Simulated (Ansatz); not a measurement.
In doubt: masses and optical values from hybrid runs of this build are listed as unsure, which bears on the screening that GW takes from such a start.

Rows from a G0W0 calculation on LiNbO3 (R3c) (Ansatz 0.2.0; G0W0 on HSE06, plane waves, PAW; PAW set soft_1; 4×4×4 mesh, 241 empty bands, screening to 100 eV, PAW set soft_1 files), in eV. Spin-orbit coupling is left out.

| row | Σx | Σc | Vxc | Z |
| --- | --- | --- | --- | --- |
| A | -13.52 | -4.56 | -18.93 | 0.80 |
| B | -25.78 | 4.26 | -21.78 | 0.78 |
| C | -13.21 | -4.60 | -18.64 | 0.81 |
| D | -13.22 | -4.58 | -18.63 | 0.81 |
| E | -25.85 | 4.33 | -21.78 | 0.77 |
| F | -25.83 | 4.31 | -21.80 | 0.77 |

Which rows are filled states and which are empty ones, and how can one tell?

Filled: B, E and F. Empty: A, C and D. The sign of Σc tells: for a filled state bare exchange, which holds its interaction with itself, lies below Vxc (Σx − Vxc is -4.0 eV or lower here) and screening gives part back as a positive Σc. For an empty state Σx lies above Vxc (+5.4 eV or more) and the Coulomb hole leaves Σc negative.

[Runs of the session that timed out or met a known fault of the program may be left out.]

[Cells called generated may have been cut or substituted from an entry of the Crystallography Open Database or the Materials Project.]

[Hosts, paths, dates, database ids (printed as entryN), source tags and the programs' standing remarks are cut or masked in the printed files.]
